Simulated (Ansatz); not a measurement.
# Relaxing (6,6) carbon nanotube bundle (120 atoms), part 2 of 2

Wanted: the relaxed structure of (6,6) carbon nanotube bundle (120 atoms) and its electronic structure.

Ansatz 0.2.0; Kohn-Sham DFT, PBE+D3(BJ), PAW (set soft_2), plane waves.

So far. Step 2 (Cell and atoms relaxed): The relaxation changed the energy by -18.9 meV/atom, and atoms moved by 0.038 Å r.m.s., 0.038 Å at most.

### 4. Single point at the relaxed geometry

One more single point at the end of the walk gives the fuller output and checks the residual forces.

Contents of input.yaml:

```yaml
crystal:
  lattice:
    - [11.5015, 0.0, 0.0]
    - [-5.75075, 9.96059, 0.0]
    - [0.0, 0.0, 12.34483]
  atoms:
    - { symbol: C, position: [0.38677, 0.07135, 0.10675] }
    - { symbol: C, position: [0.40561, 0.14099, 0.00675] }
    - { symbol: C, position: [0.40561, 0.26462, 0.20675] }
    - { symbol: C, position: [0.38677, 0.31542, 0.10675] }
    - { symbol: C, position: [0.31542, 0.38677, 0.10675] }
    - { symbol: C, position: [0.26462, 0.40561, 0.20675] }
    - { symbol: C, position: [0.14099, 0.40561, 0.00675] }
    - { symbol: C, position: [0.07135, 0.38677, 0.10675] }
    - { symbol: C, position: [0.92865, 0.31542, 0.10675] }
    - { symbol: C, position: [0.85901, 0.26462, 0.20675] }
    - { symbol: C, position: [0.73538, 0.14099, 0.00675] }
    - { symbol: C, position: [0.68458, 0.07135, 0.10675] }
    - { symbol: C, position: [0.61323, 0.92865, 0.10675] }
    - { symbol: C, position: [0.59439, 0.85901, 0.20675] }
    - { symbol: C, position: [0.59439, 0.73538, 0.20675] }
    - { symbol: C, position: [0.61323, 0.68458, 0.10675] }
    - { symbol: C, position: [0.68458, 0.61323, 0.10675] }
    - { symbol: C, position: [0.73538, 0.59439, 0.20675] }
    - { symbol: C, position: [0.85901, 0.59439, 0.00675] }
    - { symbol: C, position: [0.92865, 0.61323, 0.10675] }
    - { symbol: C, position: [0.07135, 0.68458, 0.10675] }
    - { symbol: C, position: [0.14099, 0.73538, 0.00675] }
    - { symbol: C, position: [0.26462, 0.85901, 0.00675] }
    - { symbol: C, position: [0.31542, 0.92865, 0.10675] }
    - { symbol: C, position: [0.38677, 0.07135, 0.30675] }
    - { symbol: C, position: [0.40561, 0.14099, 0.20675] }
    - { symbol: C, position: [0.40561, 0.26462, 0.40675] }
    - { symbol: C, position: [0.38677, 0.31542, 0.30675] }
    - { symbol: C, position: [0.31542, 0.38677, 0.30675] }
    - { symbol: C, position: [0.26462, 0.40561, 0.40675] }
    - { symbol: C, position: [0.14099, 0.40561, 0.20675] }
    - { symbol: C, position: [0.07135, 0.38677, 0.30675] }
    - { symbol: C, position: [0.92865, 0.31542, 0.30675] }
    - { symbol: C, position: [0.85901, 0.26462, 0.40675] }
    - { symbol: C, position: [0.73538, 0.14099, 0.20675] }
    - { symbol: C, position: [0.68458, 0.07135, 0.30675] }
    - { symbol: C, position: [0.61323, 0.92865, 0.30675] }
    - { symbol: C, position: [0.59439, 0.85901, 0.40675] }
    - { symbol: C, position: [0.59439, 0.73538, 0.40675] }
    - { symbol: C, position: [0.61323, 0.68458, 0.30675] }
    - { symbol: C, position: [0.68458, 0.61323, 0.30675] }
    - { symbol: C, position: [0.73538, 0.59439, 0.40675] }
    - { symbol: C, position: [0.85901, 0.59439, 0.20675] }
    - { symbol: C, position: [0.92865, 0.61323, 0.30675] }
    - { symbol: C, position: [0.07135, 0.68458, 0.30675] }
    - { symbol: C, position: [0.14099, 0.73538, 0.20675] }
    - { symbol: C, position: [0.26462, 0.85901, 0.20675] }
    - { symbol: C, position: [0.31542, 0.92865, 0.30675] }
    - { symbol: C, position: [0.38677, 0.07135, 0.50675] }
    - { symbol: C, position: [0.40561, 0.14099, 0.40675] }
    - { symbol: C, position: [0.40561, 0.26462, 0.60675] }
    - { symbol: C, position: [0.38677, 0.31542, 0.50675] }
    - { symbol: C, position: [0.31542, 0.38677, 0.50675] }
    - { symbol: C, position: [0.26462, 0.40561, 0.60675] }
    - { symbol: C, position: [0.14099, 0.40561, 0.40675] }
    - { symbol: C, position: [0.07135, 0.38677, 0.50675] }
    - { symbol: C, position: [0.92865, 0.31542, 0.50675] }
    - { symbol: C, position: [0.85901, 0.26462, 0.60675] }
    - { symbol: C, position: [0.73538, 0.14099, 0.40675] }
    - { symbol: C, position: [0.68458, 0.07135, 0.50675] }
    - { symbol: C, position: [0.61323, 0.92865, 0.50675] }
    - { symbol: C, position: [0.59439, 0.85901, 0.60675] }
    - { symbol: C, position: [0.59439, 0.73538, 0.60675] }
    - { symbol: C, position: [0.61323, 0.68458, 0.50675] }
    - { symbol: C, position: [0.68458, 0.61323, 0.50675] }
    - { symbol: C, position: [0.73538, 0.59439, 0.60675] }
    - { symbol: C, position: [0.85901, 0.59439, 0.40675] }
    - { symbol: C, position: [0.92865, 0.61323, 0.50675] }
    - { symbol: C, position: [0.07135, 0.68458, 0.50675] }
    - { symbol: C, position: [0.14099, 0.73538, 0.40675] }
    - { symbol: C, position: [0.26462, 0.85901, 0.40675] }
    - { symbol: C, position: [0.31542, 0.92865, 0.50675] }
    - { symbol: C, position: [0.38677, 0.07135, 0.70675] }
    - { symbol: C, position: [0.40561, 0.14099, 0.60675] }
    - { symbol: C, position: [0.40561, 0.26462, 0.80675] }
    - { symbol: C, position: [0.38677, 0.31542, 0.70675] }
    - { symbol: C, position: [0.31542, 0.38677, 0.70675] }
    - { symbol: C, position: [0.26462, 0.40561, 0.80675] }
    [... 36 atom lines left out ...]
    - { symbol: C, position: [0.85901, 0.59439, 0.80675] }
    - { symbol: C, position: [0.92865, 0.61323, 0.90675] }
    - { symbol: C, position: [0.07135, 0.68458, 0.90675] }
    - { symbol: C, position: [0.14099, 0.73538, 0.80675] }
    - { symbol: C, position: [0.26462, 0.85901, 0.80675] }
    - { symbol: C, position: [0.31542, 0.92865, 0.90675] }
kpoints:
  mp_grid: { grid: [2, 2, 1] }
hamiltonian:
  xc: pbe
  dispersion: d3bj
scf:
  occupations: { method: fermi_dirac, width: 0.025 }
output:
  forces: true
  stress: true
  populations: true
  dos:
    method: { smearing: { sigma: 0.15 } }
    de: 0.1
    projected: { site_lists: { C: [C] } }
  eigenvalues: true
  write_density: true
  write_potential: true
  volumetric_format: npy
  elf: true
```

Run with:

```console
ansatz run input.yaml --threads 4 --pin off --max-ram 8192MiB --backend cpu --events-out ev --progress --plain --runs-dir out
```

Numbers of over 12 decimals in the logs are rounded to 6 here.

Output:

```text
[...]
Crystal: 120 atoms, lattice volume = 1414.245 Å³
Basis set: ecut = 420 eV, 27647 PW (Γ), exchange–correlation on 160×160×180 points (8 copies of the dense FFT grid, shifted against one another)
Bands: 360, of which v1, the nominal top of the filled ones, is band 240 counted from 1 (239 counted from 0)
Symmetry: 120 space group operations
[...]
k-points: 2 of 4
[...]
SCF iter   1: F=—  HF=-30112.842137 eV  |F-HF|=—  |Δ(HF+E_count)|=         —  Δρ=3.70e-3  dr2=2.17e-1  ethr=1.77e-3  ⟨swp⟩=7.0  Hψ=3310  notcnv=0  defer=152
[...]
SCF iter   7: F=-30112.916570 eV  HF=-30112.916570 eV  |F-HF|=6.75e-9  |Δ(HF+E_count)|=   1.12e-6  Δρ=1.02e-6  dr2=1.62e-8  ethr=2.08e-11  ⟨swp⟩=34.0  Hψ=8767  notcnv=0
SCF 1 converged in 7 iterations: F = -30112.916570 eV  dr2 = 1.62e-8
[...]
WARN: The output density's exchange-correlation potential varies sharply where the density is thin. Do not read a vacuum level from v_tot or v_xc, or from such a field of the output density. On a cell that repeats whose density bears no net charge and no dipole along the vacuum's axis use v_es (v_loc + v_h of the components); [...]
SCF converged after 7 iterations
Free energy (F): -30112.916570 eV
[...]
Internal energy: -30112.916570 eV  (E = F + TS)
E sigma→0 (E₀):  -30112.916570 eV
Fermi energy:    4.269636 eV
[...]
--- Forces (eV/Å), atoms counted from 1 ---
  atom   1  C      0.00012401     0.00056391    -0.00000000
  atom   2  C     -0.00032833    -0.00185359    -0.00000000
  atom   3  C     -0.00176942     0.00064245    -0.00000000
  atom   4  C      0.00055036    -0.00017456    -0.00000000
  atom   5  C     -0.00042636     0.00038935    -0.00000000
  atom   6  C      0.00144109    -0.00121113    -0.00000000
  atom   7  C     -0.00144109    -0.00121113     0.00000000
  atom   8  C      0.00042636     0.00038935     0.00000000
  atom   9  C     -0.00055036    -0.00017456     0.00000000
  atom  10  C      0.00176942     0.00064245    -0.00000000
  atom  11  C      0.00032833    -0.00185359     0.00000000
  atom  12  C     -0.00012401     0.00056391    -0.00000000
  atom  13  C     -0.00012401    -0.00056391    -0.00000000
  atom  14  C      0.00032833     0.00185359    -0.00000000
[...]
atom 119  C     -0.00032833     0.00185359    -0.00000000
  atom 120  C      0.00012401    -0.00056391    -0.00000000
  max |Σ_I F_I| component: 6.59e-18 eV/Å
--- Stress (GPa, compression-positive) ---
        0.016335      -0.000000      -0.000000
       -0.000000       0.016335       0.000000
       -0.000000       0.000000       0.004149
  P = ⅓ Tr σ = 0.0123 GPa (0.123 kbar)
--- Band table (eV) ---
[...]
--- Löwdin populations: 120 sites ---
  site symbol       q [e]
     0      C      3.9616
     1      C      3.9601
     2      C      3.9601
[...]
119      C      3.9616
  spilling = 0.009790 (of n_electrons = 480.000000)
```

The job ended after 42 s (4 threads of Arm Neoverse V2, shared host; peak memory 4.8 GiB).

The program notes that the exchange-correlation potential is rough where the density is thin.

Read from the output:

```
free energy                : -30112.9166 eV
free energy per atom       : -250.9410 eV/atom
SCF cycles                 : 7
pressure                   : 0.01227 GPa
r.m.s. force component     : 0.0008 eV/Å
longest force              : 0.00188 eV/Å
Fermi energy               : 4.27 eV
spilling of the projection : 0.00979
```

The mean of these charges, 0.039 e, is only the charge that the projection spills.

Löwdin charges by element (they lack the spilled electrons, 0.039 e an atom on average):

```csv
element,coordination,atoms,mean charge (e),spread,least,most
C,all,120,0.0392,7.0e-4,0.0384,0.0399
```

States in the cell by windows of 1 eV, zero at the Fermi level; the larger projections on atomic orbitals stand beside the total:

```csv
from (eV),to (eV),total,C p,C s
-14,-13,17.9,8.7,9.0
-13,-12,22.8,15.9,6.7
-12,-11,23.0,15.2,7.6
-11,-10,9.9,7.8,2.0
-10,-9,29.5,22.8,6.4
-9,-8,27.2,23.1,3.8
-8,-7,40.2,36.4,3.1
-7,-6,54.6,52.6,1.6
-6,-5,35.7,33.5,1.9
-5,-4,41.5,40.9,0.4
-4,-3,32.0,31.7,0.3
-3,-2,19.3,19.2,0.1
-2,-1,20.6,20.4,0.1
-1,0,1.8,1.8,0.0
0,1,3.6,3.5,0.0
1,2,25.6,24.6,0.2
2,3,19.3,17.7,0.5
3,4,17.7,13.3,0.5
4,5,25.6,16.0,0.5
```

Between -20 and -14 eV lie 104 more states.

The levels nearest the highest filled one (over half full), pooled over k-points and spins:

```csv
level less the highest filled one (eV),occupation
-0.448,2
-0.448,2
-0.256,2
-0.256,2
0,2
0,2
1.65,0
1.65,0
1.84,0
1.84,0
1.87,0
1.87,0
```

Valence density in the ca plane at fractional y = 0.387, with atoms of C within 0.2 Å of it. It is the smooth field of the valence electrons, not physical close to the nuclei.

Values in e/Å³, 13 rows by 16 columns, each cell a mean:
```
0.2 0.6 0.4 0.2 0.5 0.5 0.2 0.4 0.6 0.2 0.3 0.6 0.2 0.2 0.6 0.3
0.1 0.1 0.1 0.1 0.1 0.1 0.1 0.1 0.1 0.1 0.1 0.1 0.1 0.1 0.1 0.1
0.0 0.0 0.0 0.0 0.0 0.0 0.0 0.0 0.0 0.0 0.0 0.0 0.0 0.0 0.0 0.0
0.0 0.0 0.0 0.0 0.0 0.0 0.0 0.0 0.0 0.0 0.0 0.0 0.0 0.0 0.0 0.0
0.0 0.0 0.0 0.0 0.0 0.0 0.0 0.0 0.0 0.0 0.0 0.0 0.0 0.0 0.0 0.0
0.0 0.0 0.0 0.0 0.0 0.0 0.0 0.0 0.0 0.0 0.0 0.0 0.0 0.0 0.0 0.0
0.1 0.2 0.2 0.1 0.2 0.2 0.1 0.2 0.2 0.1 0.1 0.2 0.1 0.1 0.2 0.1
0.2 0.7 0.5 0.2 0.6 0.6 0.2 0.5 0.8 0.2 0.3 0.8 0.3 0.2 0.8 0.4
0.6 1.6 1.2 0.6 1.4 1.4 0.6 1.2 1.6 0.7 0.9 1.7 0.8 0.8 1.7 1.0
1.7 1.2 1.4 1.7 1.3 1.3 1.7 1.4 1.2 1.7 1.5 1.1 1.6 1.6 1.1 1.5
1.5 0.4 0.6 1.6 0.5 0.5 1.5 0.7 0.3 1.4 1.0 0.3 1.1 1.2 0.3 0.9
1.6 1.5 1.6 1.6 1.6 1.6 1.6 1.6 1.5 1.6 1.6 1.5 1.6 1.6 1.5 1.6
0.4 1.3 1.0 0.3 1.1 1.2 0.3 0.9 1.4 0.4 0.7 1.5 0.6 0.5 1.5 0.7
```
Columns run along c (12.3 Å), rows up along a (11.5 Å). Atoms in or near the plane, at fractional coordinates: C at (0.11, 0.32), C at (0.21, 0.26), C at (0.01, 0.14), C at (0.11, 0.07), C at (0.31, 0.32), C at (0.41, 0.26), C at (0.21, 0.14), C at (0.31, 0.07), C at (0.51, 0.32), C at (0.61, 0.26), C at (0.41, 0.14), C at (0.51, 0.07), C at (0.71, 0.32), C at (0.81, 0.26) and more.

ELF in the ca plane at fractional y = 0.387, with atoms of C within 0.2 Å of it. It is the smooth field of the valence electrons, not physical close to the nuclei.

Ten even steps from '0' (0.00) to '9' (0.88), each cell a mean:
```
02688620268862026886202688620268862
23677632367763236776323677632367763
33455433345543334554333455433345543
11111111111111111111111111111111111
00000000000000000000000000000000000
00000000000000000000000000000000000
00000000000000000000000000000000000
00000000000000000000000000000000000
00000000000000000000000000000000000
00000000000000000000000000000000000
10000001000000100000010000001000000
23333332333333233333323333333333333
24677643467764346776424677643467764
12688621268862126886212688621268862
02699620179971026996202699720169972
24655642465564246556424655642465564
58933986893388689338858833986893388
26976962697696269779726976962696797
77522577752257775225777522577752257
87411478841148874114787411478841147
26866862686686268668626866862586686
58954985895499589559959954985894599
35633653563365456336635633654573366
02699620269972026996202699720269972
```
Columns run along c (12.3 Å), rows up along a (11.5 Å). Atoms in or near the plane, at fractional coordinates: C at (0.11, 0.32), C at (0.21, 0.26), C at (0.01, 0.14), C at (0.11, 0.07), C at (0.31, 0.32), C at (0.41, 0.26), C at (0.21, 0.14), C at (0.31, 0.07), C at (0.51, 0.32), C at (0.61, 0.26), C at (0.41, 0.14), C at (0.51, 0.07), C at (0.71, 0.32), C at (0.81, 0.26) and more.

Löwdin charges run from +0.04 to +0.04 e, about a mean that is the spilled charge alone.

The surroundings of C53, picked at random, nearest first, numbered as they follow in the input and with coordinates relative to it.

```csv
atom,x,y,z,distance (Å),bonds,Löwdin charge (e)
C53,0.00,0.00,0.00,0.00,3,0.04
C52,1.23,-0.71,0.00,1.42,3,0.04
C54,-0.69,0.19,1.23,1.43,3,0.04
C30,-0.69,0.19,-1.23,1.43,3,0.04
C79,-2.11,0.19,1.23,2.46,3,0.04
C55,-2.11,0.19,-1.23,2.46,3,0.04
C51,1.74,-1.22,1.23,2.46,3,0.04
C27,1.74,-1.22,-1.23,2.46,3,0.04
C77,0.00,0.00,2.47,2.47,3,0.04
C29,0.00,0.00,-2.47,2.47,3,0.04
```

The column of bonds counts only the pairs C-C within 1.82 Å; other neighbours, such as metal atoms beside each other in a compound, aren't counted, and periodic images can show an atom twice.

### 5. Results

```yaml
energy_change_in_the_relaxation: -18.92 meV/atom
r_m_s_displacement: 0.038 Å
largest_displacement: 0.038 Å
free_energy_per_atom: -250.9410 eV/atom
density: 1.692 g/cm³
pressure: 0.01227 GPa
r_m_s_force_component: 0.0008 eV/Å
wall_time_of_the_2_dft_runs: 3.2 min
```

Relaxation lowers the energy by 18.9 meV/atom and moves atoms by 0.038 Å r.m.s. Displacements are taken in the final cell, so they leave out its strain. By the final cutoffs no bond was broken or made. The cell grew by 2.9 % in volume. First to last step the energy falls by 2.270 eV, across changes of basis; the largest move, 0.038 Å, is that of C14, with 119 other atoms within 2 % of it. Counting bonds as in the table, all C atoms have 3 bonded neighbours. No gap is quoted: a carbon tube of such indices can be metallic, and the k-points needn't hold the crossing of its bands.

[Logs are printed without paths, hosts, clocks, repeated set-up lines and the standing remarks that a program may print on its own settings, such as how far it seeks lower states.]

[Hosts, paths, dates, database ids (printed as entryN), source tags and the programs' standing remarks are cut or masked in the printed files.]
